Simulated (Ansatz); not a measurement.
# AlInCu2Se2S2: complex band structure, part 3 of 3

Wanted: the relaxed cell of AlInCu2Se2S2, its band edges and its decay constants. It is built by putting In for part of the Al in the AlCuSeS structure of space group I2_12_12_1, with the volume rescaled by atomic radii. The parent structure comes from the Materials Project.

Ansatz 0.2.0; r2SCAN DFT, plane waves, PAW files (the session's first sound run).

So far, gap on path (eV): step 3 (band edges) 0.931.

The structure was built from a prototype and need not be the compound's stable phase.

### 5. Band edges at another level

This step: r2SCAN DFT, plane waves, JTH PAW files (Ansatz 0.2.0).

The edges again with JTH files, at the same atoms.

Input file input.yaml:

```yaml
crystal:
  lattice:
    - [-2.7799095476, 2.7842931536, 5.5468417858]
    - [2.7799095476, -2.7842931536, 5.5468417858]
    - [2.7628113978, 2.7672400211, -5.5468417858]
  atoms:
    - { symbol: In, position: [0.3776039179, 0.1276039179, 0.25] }
    - { symbol: Al, position: [0.1201095912, 0.3701095912, 0.75] }
    - { symbol: Cu, position: [0.8908834458, 0.6408834458, 0.25] }
    - { symbol: Cu, position: [0.6121310137, 0.8621310137, 0.75] }
    - { symbol: Se, position: [0.9741836997, 0.7246140177, 0.7135235826] }
    - { symbol: Se, position: [0.5110904351, 0.2606601172, 0.7864764174] }
    - { symbol: S, position: [0.7737495583, 0.0016698237, 0.2614214856] }
    - { symbol: S, position: [0.2402483382, 0.5123280728, 0.2385785144] }
kpoints:
  mp_grid: { grid: [6, 6, 6] }
  band_path: { path: [VBM, CBM], npoints: 30 }
scf:
  occupations: { method: fixed }
hamiltonian:
  xc: r2scan
  pseudopotentials: { kind: paw, source: jth }
output:
  eigenvalues: true
```

On the command line:

```
$ ansatz run input.yaml --threads 2 --pin off --max-ram 4096MiB --backend cpu --events-out ev --progress --plain --runs-dir out
```

Output:

```text
Warning: <dir> the checks of this In dataset prove no rule for summing its radial tables, as where they were carried onto another mesh than they were made on, and Gregory's rule is taken, under which a leading mesh point left out moves its sums only by what lay on the interval it spanned. That does not make them correct, and they differ from Quantum ESPRESSO's on this file; a re-export a fraction of a mesh step off can move them. hamiltonian.pseudopotentials.radial_quadrature: simpson_from_first_knot sums it by `pw.x`'s rule; on a PAW file no value gives `pw.x`'s numbers. What more to know: hamiltonian.pseudopotentials.radial_quadrature, in the input reference
Warning: <dir> the checks of this Al dataset prove no rule for summing its radial tables, as where they were carried onto another mesh than they were made on, and Gregory's rule is taken, under which a leading mesh point left out moves its sums only by what lay on the interval it spanned. That does not make them correct, and they differ from Quantum ESPRESSO's on this file; a re-export a fraction of a mesh step off can move them. hamiltonian.pseudopotentials.radial_quadrature: simpson_from_first_knot sums it by `pw.x`'s rule; on a PAW file no value gives `pw.x`'s numbers. What more to know: hamiltonian.pseudopotentials.radial_quadrature, in the input reference
Warning: <dir> the checks of this Cu dataset prove no rule for summing its radial tables, as where they were carried onto another mesh than they were made on, and Gregory's rule is taken, under which a leading mesh point left out moves its sums only by what lay on the interval it spanned. That does not make them correct, and they differ from Quantum ESPRESSO's on this file; a re-export a fraction of a mesh step off can move them. hamiltonian.pseudopotentials.radial_quadrature: simpson_from_first_knot sums it by `pw.x`'s rule; on a PAW file no value gives `pw.x`'s numbers. What more to know: hamiltonian.pseudopotentials.radial_quadrature, in the input reference
Warning: <dir> the checks of this Se dataset prove no rule for summing its radial tables, as where they were carried onto another mesh than they were made on, and Gregory's rule is taken, under which a leading mesh point left out moves its sums only by what lay on the interval it spanned. That does not make them correct, and they differ from Quantum ESPRESSO's on this file; a re-export a fraction of a mesh step off can move them. hamiltonian.pseudopotentials.radial_quadrature: simpson_from_first_knot sums it by `pw.x`'s rule; on a PAW file no value gives `pw.x`'s numbers. What more to know: hamiltonian.pseudopotentials.radial_quadrature, in the input reference
Warning: <dir> the checks of this S dataset prove no rule for summing its radial tables, as where they were carried onto another mesh than they were made on, and Gregory's rule is taken, under which a leading mesh point left out moves its sums only by what lay on the interval it spanned. That does not make them correct, and they differ from Quantum ESPRESSO's on this file; a re-export a fraction of a mesh step off can move them. hamiltonian.pseudopotentials.radial_quadrature: simpson_from_first_knot sums it by `pw.x`'s rule; on a PAW file no value gives `pw.x`'s numbers. What more to know: hamiltonian.pseudopotentials.radial_quadrature, in the input reference
Engine: ansatz 0.2.0, x86_64-unknown-linux-gnu
Pseudopotentials: kind: paw
Pseudopotential: In, paw, valence charge 13, recommended cutoff 9000 eV (normal), In.paw.azcp
Pseudopotential: Al, paw, valence charge 3, recommended cutoff 570 eV (normal), Al.paw.azcp
Pseudopotential: Cu, paw, valence charge 19, recommended cutoff 1350 eV (normal), Cu.paw.azcp
Pseudopotential: Se, paw, valence charge 6, recommended cutoff 270 eV (normal), Se.paw.azcp
Pseudopotential: S, paw, valence charge 6, recommended cutoff 780 eV (normal), S.paw.azcp
Functional definition: r2SCAN
  parameter k0 = 0.174
  parameter k1 = 0.065
  parameter a1 = 4.9479
  exchange = r2scan_x(k0 = k0, k1 = k1, a1 = a1)
  correlation = r2scan_c
Error: memory limit exceeded: the `cold-start seed` phase needs 43.23 GiB against the run's memory maximum of 4.00 GiB; largest carriers: ion tables 23.72 GiB, wavefunctions 15.76 GiB, plane-wave basis 2.18 GiB, fft grid 0.44 GiB, trial-orbital tables 0.39 GiB; this run sums exchange and correlation above basis.xc_grid: 1 (its plan line states the level, which a resume's fixed deck keeps): xc box scratch, where this  [...]
with nothing else changed it takes a maximum of at least 43.23 GiB, with nothing to spare, and 47.56 GiB leaves up to a tenth: --max-ram 47.56GiB where that set the maximum, else more of the term that did, and with no share typed, where 47.56 GiB is over 0.88 of the host's memory or its container's limit, a share of 0.88 or more that holds the maximum too (--max-ram-frac F), where one does; The budget is ten eleventh [...]
```

It took 39 s on 2 threads of Intel Xeon Platinum 8488C (Sapphire Rapids), shared host; peak memory 4.2 GiB.

The input was rejected at the start.

The program's message: “Error: memory limit exceeded: the `cold-start seed` phase needs 43.23 GiB against the run's memory maximum of 4.00 GiB; largest carriers: ion tables 23.72 GiB, wavefunctions 15.76 GiB, plane-wave basi …”

### 6. A repeat with changed settings

This step: r2SCAN DFT, plane waves, PAW files; complex bands by layer matching along the plane's normal; changed: output.transmission.bias = [0.5], scf.max_iter = 75 (Ansatz 0.2.0).

This run repeats an earlier one, its twin (the complex run, plane (010)), with two settings changed (scf.max_iter, output.transmission.bias; files written aside). The setting was drawn as a possible misstep, on purpose. Where the input is shown as a difference, that is against the step before, not the twin.

Input file input.yaml:

```yaml
crystal:
  lattice:
    - [5.542747179, 0.0, 0.0]
    - [-0.034178233, 5.551454295, 0.0]
    - [2.754284473, 2.775727147, 5.546841786]
  atoms:
    - { symbol: In, position: [0.8723960821, 0.1223960821, 0.2552078358] }
    - { symbol: Al, position: [0.6298904088, 0.3798904088, 0.7402191824] }
    - { symbol: Cu, position: [0.3591165542, 0.6091165542, 0.2817668916] }
    - { symbol: Cu, position: [0.1378689863, 0.8878689863, 0.7242620274] }
    - { symbol: Se, position: [0.7393398829, 0.9889095649, 0.9852741348] }
    - { symbol: Se, position: [0.2753859823, 0.5258163002, 0.9852741348] }
    - { symbol: S, position: [0.4876719272, 0.2597516618, 0.5139978965] }
    - { symbol: S, position: [0.9983301762, 0.7262504416, 0.5139978965] }
kpoints:
  mp_grid: { grid: [6, 6, 6] }
scf:
  occupations: { method: fixed }
  max_iter: 75
hamiltonian:
  xc: r2scan
output:
  eigenvalues: true
  transmission:
    leads: [[0, 0]]
    kpoints: [[0.0, 0.0], [0.5, 0.0]]
    e_range: [-1.0, 1.93]
    de: 0.07
    bias: [0.5]
```

Output:

```text
Error: YAML parse error: error: line 29 column 5: unknown field `bias`, expected one of leads, temperature, e_range, de, kmesh, mesh_tolerance, kpoints, reduced_basis
  --> <input>:29:5
   |
27 |     e_range: [-1.0, 1.93]
28 |     de: 0.07
29 |     bias: [0.5]
   |     ^ unknown field `bias`, expected one of leads, temperature, e_range, de, kmesh, mesh_tolerance, kpoints, reduced_basis
```

It took 0.03 s on 2 threads; peak memory 0.03 GiB.

The input was rejected at the start.

The program's message: “Error: YAML parse error: error: line 29 column 5: unknown field `bias`, expected one of leads, temperature, e_range, de, kmesh, mesh_tolerance, kpoints, reduced_basis”

The change that led to it: output.transmission.bias = [0.5].

### 7. Results

```json
{
 "band gap": "0.931 eV",
 "least decay constant at mid-gap, normal to (010)": "0.103 Å⁻¹"
}
```

In words: With r2SCAN, the slowest decay at the wavevectors tried is κ = 0.103 Å⁻¹, normal to (010). Through such a film the transmission near mid-gap falls as exp(−2κd), a factor of ten every 11 Å. A free electron under a barrier of half the gap would need a mass of 0.087 mₑ to decay at this rate. The compound is made up by substitution; its stability against other phases and against distortions of the cell's symmetry was not tested. r2SCAN still narrows gaps, if less than LDA and GGA do, so real decay constants are likely larger.

[Logs are printed without paths, hosts, clocks, repeated set-up lines and the standing remarks that a program may print on its own settings, such as how far it seeks lower states.]

[Hosts, paths, dates, database ids (printed as entryN), source tags and the programs' standing remarks are cut or masked in the printed files.]
